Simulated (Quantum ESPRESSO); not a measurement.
# E(M) of NiO

Wanted: E(M) for NiO from a parallel start.

Calculated with Quantum ESPRESSO 7.5; PBE with U = 6 eV on Ni d (ortho-atomic projectors); plane waves with GBRV 1.5 PBE potentials, no spin-orbit coupling.

## 1. Starting point

Symmetry: Fm-3m, No. 225, cubic system. Conventional cell: a = 4.172 Å, b = 4.172 Å, c = 4.172 Å, α = 90.00°, β = 90.00°, γ = 90.00°. Nearest to Ni lie 6 O at 2.09 Å. Nearest to O lie 6 Ni at 2.09 Å. Farther neighbours and most contacts between anions are not listed.

Coordinates:

```cif
data_structure
_symmetry_space_group_name_H-M 'P 1'
_symmetry_Int_Tables_number 1
_cell_length_a 2.9499
_cell_length_b 2.9499
_cell_length_c 2.9499
_cell_angle_alpha 60.000
_cell_angle_beta 60.000
_cell_angle_gamma 60.000
_cell_volume 18.15
loop_
_atom_site_label
_atom_site_type_symbol
_atom_site_fract_x
_atom_site_fract_y
_atom_site_fract_z
_atom_site_occupancy
Ni1 Ni 0.00000 0.00000 0.00000 1
O2 O 0.50000 0.50000 0.50000 1
```

The cell comes from the Crystallography Open Database.

## 2. No moment imposed

The input, pw.in:

```
&CONTROL
  calculation = 'scf'
  prefix = 'pwscf'
  outdir = './tmp'
  pseudo_dir = './pseudo'
  disk_io = 'nowf'
/
&SYSTEM
  ibrav = 0
  nat = 2
  ntyp = 2
  ecutwfc = 40
  ecutrho = 280
  nbnd = 20
  occupations = 'smearing'
  smearing = 'fd'
  degauss = 0.00367493
  nspin = 2
  starting_magnetization(1) = 0.1111
  starting_magnetization(2) = 0
/
&ELECTRONS
  conv_thr = 4d-09
  electron_maxstep = 150
  mixing_beta = 0.3
/
ATOMIC_SPECIES
Ni     58.6934 ni_pbe_v1.4.uspp.F.UPF
O      15.9990 o_pbe_v1.2.uspp.F.UPF
CELL_PARAMETERS angstrom
   0.0000000000    2.0859016414    2.0859016414
   2.0859016414    0.0000000000    2.0859016414
   2.0859016414    2.0859016414    0.0000000000
ATOMIC_POSITIONS crystal
Ni      0.0000000000    0.0000000000    0.0000000000
O       0.5000000000    0.5000000000    0.5000000000
K_POINTS automatic
8 8 8 0 0 0
HUBBARD {ortho-atomic}
U Ni-3d 6.0000
```

Command:

```bash
OMP_NUM_THREADS=1 mpirun -n 2 pw.x -nk 2 -in pw.in > pw.out
```

The log of the run:

```text
Program PWSCF v.7.5 starts

     Message from routine setup:
     using ibrav=0 with symmetry is DISCOURAGED, use correct ibrav instead

     K-points division:     npool     =       2
     Subspace diagonalization in iterative solution of the eigenvalue problem:

     G-vector sticks info
     --------------------
     sticks:   dense  smooth     PW     G-vecs:    dense   smooth      PW
     Sum         595     349    121                 9721     4279     869

     Using Slab Decomposition

     bravais-lattice index     =            0
     lattice parameter (alat)  =       5.5745  a.u.
     unit-cell volume          =     122.4921 (a.u.)^3
     number of atoms/cell      =            2
     number of atomic types    =            2
     number of electrons       =        24.00
     number of Kohn-Sham states=           20
     kinetic-energy cutoff     =      40.0000  Ry
     charge density cutoff     =     280.0000  Ry
     scf convergence threshold =      4.0E-09
     mixing beta               =       0.3000
     number of iterations used =            8  plain     mixing
     Exchange-correlation= SLA  PW   PBE  PBE
                           (   1   4   3   4   0   0   0)
     Hubbard projectors: ortho-atomic
     Hubbard parameters of DFT+U (Dudarev formulation) in eV:
     U(Ni-3d) =  6.0000

     Internal variables: lda_plus_u =T, lda_plus_u_kind = 0

     Internal variables: orbital_resolved =F, hub_pot_fix =F, apply_U = F

     celldm(1)=   5.574523  celldm(2)=   0.000000  celldm(3)=   0.000000
     celldm(4)=   0.000000  celldm(5)=   0.000000  celldm(6)=   0.000000

     crystal axes: (cart. coord. in units of alat)
               a(1) = (   0.000000   0.707107   0.707107 )
               a(2) = (   0.707107   0.000000   0.707107 )
               a(3) = (   0.707107   0.707107   0.000000 )

     reciprocal axes: (cart. coord. in units 2 pi/alat)
               b(1) = ( -0.707107  0.707107  0.707107 )
               b(2) = (  0.707107 -0.707107  0.707107 )
               b(3) = (  0.707107  0.707107 -0.707107 )

     PseudoPot. # 1 for Ni read from file:
     ni_pbe_v1.4.uspp.F.UPF
     Pseudo is Ultrasoft + core correction, Zval = 18.0
     Generated by new atomic code, or converted to UPF format
     Using radial grid of  865 points,  6 beta functions with:
                l(1) =   0
                l(2) =   0
                l(3) =   1
                l(4) =   1
                l(5) =   2
                l(6) =   2
     Q(r) pseudized with 10 coefficients,  rinner =    0.980   0.980   0.980
                                                       0.980   0.980

     PseudoPot. # 2 for O  read from file:
     o_pbe_v1.2.uspp.F.UPF
     Pseudo is Ultrasoft + core correction, Zval =  6.0
     Generated by new atomic code, or converted to UPF format
     Using radial grid of  737 points,  5 beta functions with:
                l(1) =   0
                l(2) =   0
                l(3) =   1
                l(4) =   1
                l(5) =   2
     Q(r) pseudized with  8 coefficients,  rinner =    0.900   0.900   0.900
                                                       0.900   0.900

     atomic species   valence    mass     pseudopotential
     Ni               18.00    58.69340     Ni( 1.00)
     O                 6.00    15.99900     O ( 1.00)

     Starting magnetic structure
     atomic species   magnetization
     Ni              0.111
     O               0.000

     48 Sym. Ops., with inversion, found

   Cartesian axes

     site n.     atom                  positions (alat units)
         1        Ni     tau(   1) = (   0.0000000   0.0000000   0.0000000  )
         2        O      tau(   2) = (   0.7071068   0.7071068   0.7071068  )

     number of k points=    29  Fermi-Dirac smearing, width (Ry)=  0.0037
                       cart. coord. in units 2pi/alat
        k(    1) = (   0.0000000   0.0000000   0.0000000), wk =   0.0019531
        k(    2) = (   0.0883883   0.0883883  -0.0883883), wk =   0.0156250
        k(    3) = (   0.1767767   0.1767767  -0.1767767), wk =   0.0156250
        k(    4) = (   0.2651650   0.2651650  -0.2651650), wk =   0.0156250
        k(    5) = (  -0.3535534  -0.3535534   0.3535534), wk =   0.0078125
        [... 24 further k-points ...]

     Dense  grid:     9721 G-vectors     FFT dimensions: (  30,  30,  30)

     Smooth grid:     4279 G-vectors     FFT dimensions: (  24,  24,  24)

     Check: negative core charge=   -0.000014
     Generating pointlists ...
     new r_m :   0.2917 (alat units)  1.6260 (a.u.) for type    1
     new r_m :   0.2917 (alat units)  1.6260 (a.u.) for type    2

     Initial potential from superposition of free atoms

     starting charge      22.0000, renormalised to      24.0000

     STARTING HUBBARD OCCUPATIONS:

     =================== HUBBARD OCCUPATIONS ===================
     ------------------------ ATOM    1 ------------------------
     Tr[ns(  1)] (up, down, total) =   5.00000  3.00000  8.00000
     Atomic magnetic moment for atom   1 =   2.00000
     [... lines left out ...]
     Number of occupied Hubbard levels =    8.0000

     Atomic wfc used for Hubbard projectors are orthogonalized

     Starting wfcs are   17 randomized atomic wfcs +    3 random wfcs

     Self-consistent Calculation

     iteration #  1     ecut=    40.00 Ry     beta= 0.30
     Davidson diagonalization with overlap
     ethr =  1.00E-02,  avg # of iterations =  5.9

     =================== HUBBARD OCCUPATIONS ===================
     ------------------------ ATOM    1 ------------------------
     Tr[ns(  1)] (up, down, total) =   3.36889  0.77753  4.14642
     Atomic magnetic moment for atom   1 =   2.59135
     [... lines left out ...]
     Number of occupied Hubbard levels =    4.1464

     total energy              =    -367.82804156 Ry
     estimated scf accuracy    <      26.87943060 Ry

     total magnetization       =     2.84 Bohr mag/cell
     absolute magnetization    =     2.87 Bohr mag/cell

     iteration #  2     ecut=    40.00 Ry     beta= 0.30
     Davidson diagonalization with overlap
     ethr =  1.00E-02,  avg # of iterations =  3.1

     total energy              =    -373.82424484 Ry
     estimated scf accuracy    <      10.59973168 Ry

     total magnetization       =     0.19 Bohr mag/cell
     absolute magnetization    =     0.19 Bohr mag/cell

     iteration #  3     ecut=    40.00 Ry     beta= 0.30
     Davidson diagonalization with overlap
     ethr =  1.00E-02,  avg # of iterations =  2.1

     total energy              =    -375.20641972 Ry
     estimated scf accuracy    <       0.40723638 Ry

     total magnetization       =     2.00 Bohr mag/cell
     absolute magnetization    =     2.02 Bohr mag/cell

     [... further iterations left out ...]

     iteration #  9     ecut=    40.00 Ry     beta= 0.30
     Davidson diagonalization with overlap
     ethr =  8.13E-08,  avg # of iterations =  1.0

     total energy              =    -375.41716573 Ry
     estimated scf accuracy    <       0.00000414 Ry

     total magnetization       =     2.00 Bohr mag/cell
     absolute magnetization    =     2.01 Bohr mag/cell

     iteration # 10     ecut=    40.00 Ry     beta= 0.30
     Davidson diagonalization with overlap
     ethr =  1.73E-08,  avg # of iterations =  1.7

     total energy              =    -375.41717310 Ry
     estimated scf accuracy    <       0.00000002 Ry

     total magnetization       =     2.00 Bohr mag/cell
     absolute magnetization    =     2.01 Bohr mag/cell

     iteration # 11     ecut=    40.00 Ry     beta= 0.30
     Davidson diagonalization with overlap
     ethr =  8.89E-11,  avg # of iterations =  2.0

     total energy              =    -375.41717639 Ry
     estimated scf accuracy    <          6.7E-09 Ry

     total magnetization       =     2.00 Bohr mag/cell
     absolute magnetization    =     2.01 Bohr mag/cell

     iteration # 12     ecut=    40.00 Ry     beta= 0.30
     Davidson diagonalization with overlap
     ethr =  2.78E-11,  avg # of iterations =  2.0

     Magnetic moment per site  (integrated on atomic sphere of radius R)
     atom   1 (R=0.292)  charge= 15.6076  magn=  1.7295
     atom   2 (R=0.292)  charge=  5.7392  magn=  0.2096

     End of self-consistent calculation

     =================== HUBBARD OCCUPATIONS ===================
     ------------------------ ATOM    1 ------------------------
     Tr[ns(  1)] (up, down, total) =   4.97593  3.22434  8.20028
     Atomic magnetic moment for atom   1 =   1.75159
     [... lines left out ...]
     Number of occupied Hubbard levels =    8.2003

     [... lines left out ...]
     the Fermi energy is    14.7093 ev

!    total energy              =    -375.41717954 Ry
     estimated scf accuracy    <          1.7E-09 Ry
     smearing contrib. (-TS)   =      -0.00000000 Ry
     internal energy E=F+TS    =    -375.41717954 Ry

     The total energy is F=E-TS. E is the sum of the following terms:
     one-electron contribution =    -215.87884998 Ry
     hartree contribution      =     122.59121826 Ry
     xc contribution           =     -42.96691684 Ry
     ewald contribution        =    -239.22330751 Ry
     Hubbard energy            =       0.06067653 Ry

     total magnetization       =     2.00 Bohr mag/cell
     absolute magnetization    =     2.01 Bohr mag/cell

     convergence has been achieved in  12 iterations

=------------------------------------------------------------------------------=
   JOB DONE.
=------------------------------------------------------------------------------=
```

The job ended after 6.4 s (2 MPI ranks of Arm Neoverse V2, shared host; peak memory 0.15 GiB).

Spin moment in the atom's sphere by atom:

```
atom  spin moment in the atom's sphere (μB)
 Ni1                                   1.73
  O2                                   0.21
```

This step gave:

```yaml
smearing_term_ts: 3.28e-11 eV
magnetization: 2 μB
absolute_magnetization: 2.014 μB
final_state: ferromagnetic
```

## 3. Moment fixed at 0 μB

The two spin channels are filled to separate Fermi energies, so that the total moment meets the target. Half of the up one less the down one is the slope dE/dM.

Changes to pw.in since step 2:

```diff
@@ -18,4 +18,5 @@
   nspin = 2
-  starting_magnetization(1) = 0.1111
+  starting_magnetization(1) = 0.0056
   starting_magnetization(2) = 0
+  tot_magnetization = 0
 /
```

The log of the run:

```text
     [... lines left out ...]
Program PWSCF v.7.5 starts
     [... lines left out ...]
     number of atoms/cell      =            2
     [... lines left out ...]
     number of electrons       =        24.00 (up:  12.00, down:  12.00)
     number of Kohn-Sham states=           20
     kinetic-energy cutoff     =      40.0000  Ry
     charge density cutoff     =     280.0000  Ry
     scf convergence threshold =      4.0E-09
     [... lines left out ...]
     48 Sym. Ops., with inversion, found
     [... lines left out ...]
     number of k points=    29  Fermi-Dirac smearing, width (Ry)=  0.0037
     [... lines left out ...]
     iteration # 13     ecut=    40.00 Ry     beta= 0.30
     [... lines left out ...]
     Magnetic moment per site  (integrated on atomic sphere of radius R)
     atom   1 (R=0.292)  charge= 15.7675  magn=  0.0000
     atom   2 (R=0.292)  charge=  5.6110  magn= -0.0000
     [... lines left out ...]
     Tr[ns(  1)] (up, down, total) =   4.26816  4.26813  8.53629
     [... lines left out ...]
     the spin up/dw Fermi energies are    14.0211   14.0212 ev
!    total energy              =    -375.27385475 Ry
     estimated scf accuracy    <          2.7E-09 Ry
     smearing contrib. (-TS)   =      -0.00183793 Ry
     [... lines left out ...]
     total magnetization       =     0.00 Bohr mag/cell
     absolute magnetization    =     0.00 Bohr mag/cell
     convergence has been achieved in  13 iterations
```

Wall time 6.8 s (2 MPI ranks); peak memory 0.15 GiB; 13 s of CPU time.

Read from the output:

- magnetization: 0 μB
- absolute magnetization: 0 μB
- half the difference of the two Fermi energies: -0.1 meV
- largest moment: 0 μB

## 4. Moment fixed at 0.337 μB

Changes to pw.in since step 3:

```diff
@@ -18,5 +18,5 @@
   nspin = 2
-  starting_magnetization(1) = 0.0056
+  starting_magnetization(1) = 0.0187
   starting_magnetization(2) = 0
-  tot_magnetization = 0
+  tot_magnetization = 0.337
 /
```

The log of the run:

```text
     [... lines left out ...]
Program PWSCF v.7.5 starts
     [... lines left out ...]
     number of atoms/cell      =            2
     [... lines left out ...]
     number of electrons       =        24.00 (up:  12.17, down:  11.83)
     number of Kohn-Sham states=           20
     kinetic-energy cutoff     =      40.0000  Ry
     charge density cutoff     =     280.0000  Ry
     scf convergence threshold =      4.0E-09
     [... lines left out ...]
     48 Sym. Ops., with inversion, found
     [... lines left out ...]
     number of k points=    29  Fermi-Dirac smearing, width (Ry)=  0.0037
     [... lines left out ...]
     iteration # 12     ecut=    40.00 Ry     beta= 0.30
     [... lines left out ...]
     Magnetic moment per site  (integrated on atomic sphere of radius R)
     atom   1 (R=0.292)  charge= 15.7662  magn=  0.3920
     atom   2 (R=0.292)  charge=  5.6128  magn= -0.0675
     [... lines left out ...]
     Tr[ns(  1)] (up, down, total) =   4.46709  4.06388  8.53097
     [... lines left out ...]
     the spin up/dw Fermi energies are    13.4751   14.5276 ev
!    total energy              =    -375.28076024 Ry
     estimated scf accuracy    <          1.0E-09 Ry
     smearing contrib. (-TS)   =      -0.00125728 Ry
     [... lines left out ...]
     total magnetization       =     0.34 Bohr mag/cell
     absolute magnetization    =     0.48 Bohr mag/cell
     convergence has been achieved in  12 iterations
```

Run time: 6.4 s. Hardware: 2 MPI ranks; peak memory 0.15 GiB; 13 s of CPU time.

Spin moment in the atom's sphere by atom:

```
atom  spin moment in the atom's sphere (μB)
 Ni1                                  0.392
  O2                                 -0.068
```

Numbers from this step:

- magnetization: 0.337 μB
- absolute magnetization: 0.481 μB
- half the difference of the two Fermi energies: -526.3 meV

## 5. Moment fixed at 0.675 μB

Changes to pw.in since step 4:

```diff
@@ -18,5 +18,5 @@
   nspin = 2
-  starting_magnetization(1) = 0.0187
+  starting_magnetization(1) = 0.0375
   starting_magnetization(2) = 0
-  tot_magnetization = 0.337
+  tot_magnetization = 0.675
 /
```

The log of the run:

```text
     [... lines left out ...]
Program PWSCF v.7.5 starts
     [... lines left out ...]
     number of atoms/cell      =            2
     [... lines left out ...]
     number of electrons       =        24.00 (up:  12.34, down:  11.66)
     number of Kohn-Sham states=           20
     kinetic-energy cutoff     =      40.0000  Ry
     charge density cutoff     =     280.0000  Ry
     scf convergence threshold =      4.0E-09
     [... lines left out ...]
     48 Sym. Ops., with inversion, found
     [... lines left out ...]
     number of k points=    29  Fermi-Dirac smearing, width (Ry)=  0.0037
     [... lines left out ...]
     iteration # 13     ecut=    40.00 Ry     beta= 0.30
     [... lines left out ...]
     Magnetic moment per site  (integrated on atomic sphere of radius R)
     atom   1 (R=0.292)  charge= 15.7529  magn=  0.7488
     atom   2 (R=0.292)  charge=  5.6245  magn= -0.0967
     [... lines left out ...]
     Tr[ns(  1)] (up, down, total) =   4.63504  3.86548  8.50052
     [... lines left out ...]
     the spin up/dw Fermi energies are    13.2478   15.0892 ev
!    total energy              =    -375.29943929 Ry
     estimated scf accuracy    <          4.2E-10 Ry
     smearing contrib. (-TS)   =      -0.00117433 Ry
     [... lines left out ...]
     total magnetization       =     0.68 Bohr mag/cell
     absolute magnetization    =     0.88 Bohr mag/cell
     convergence has been achieved in  13 iterations
```

Elapsed: 6.8 s, on 2 MPI ranks; peak memory 0.15 GiB; 13 s of CPU time.

This step gave:

| Quantity | Value |
| --- | --- |
| magnetization | 0.675 μB |
| absolute magnetization | 0.885 μB |
| half the difference of the two Fermi energies | -920.7 meV |
| largest moment | 0.7488 μB |

## 6. E(M)

The runs not shown differ in the target, the start and the number of states alone. The point at 2.00 μB is the free run, entered with slope zero.

Energy over the lowest against total spin moment:

```
total spin moment (μB a cell)  energy over the lowest (meV a cell)
                         0.00                                 1950
                         0.34                                 1856
                         0.68                                 1602
                         1.01                                 1252
                         1.35                                  837
                         1.69                                  383
                         2.00                                    0
                         2.02                                 55.4
                         2.36                                 1186
                         2.70                                 2550
```

dE/dM against total spin moment:

```
total spin moment (μB a cell)  dE/dM (meV/μB)
                         0.00         -0.0669
                         0.34            -526
                         0.68            -921
                         1.01           -1137
                         1.35           -1316
                         1.69           -1314
                         2.00               0
                         2.02            2360
                         2.36            3812
                         2.70            4242
```

Largest site moment against total spin moment:

```
total spin moment (μB a cell)  largest site moment (μB)
                         0.00                    3.4e-5
                         0.34                     0.392
                         0.68                     0.749
                         1.01                      1.05
                         1.35                      1.32
                         1.69                      1.55
                         2.00                      1.73
                         2.02                      1.73
                         2.36                      1.78
                         2.70                      1.85
```

## 7. Results

```yaml
moment_of_the_free_run: 2.00 μB a cell
energy_at_zero_total_moment: 1950 meV a cell over the lowest
```

What this shows: At zero total moment the site moments vanish, so the 1950 meV a cell is the energy of forming them, the change of the Hubbard energy included. The points show one minimum alone. The free run has a whole-number moment, and the slope goes from -1314 to 2360 meV/μB between its neighbours: a kink, as where a spin channel has a gap, so no stiffness is given. The cell holds one seeded atom, so opposed orders, which may lie lower, cannot form in it.

[Logs and program files are shortened in this print: banners, set-up blocks, solver, clock and traceback lines can be left out without a mark of their own.]

[Logs are printed without paths, hosts, clocks, repeated set-up lines and the standing remarks that a program may print on its own settings, such as how far it seeks lower states.]

[Hosts, paths, dates, database ids (printed as entryN), source tags and the programs' standing remarks are cut or masked in the printed files.]

[Where a cell is said to come from a database of computed structures, the database is the Materials Project.]
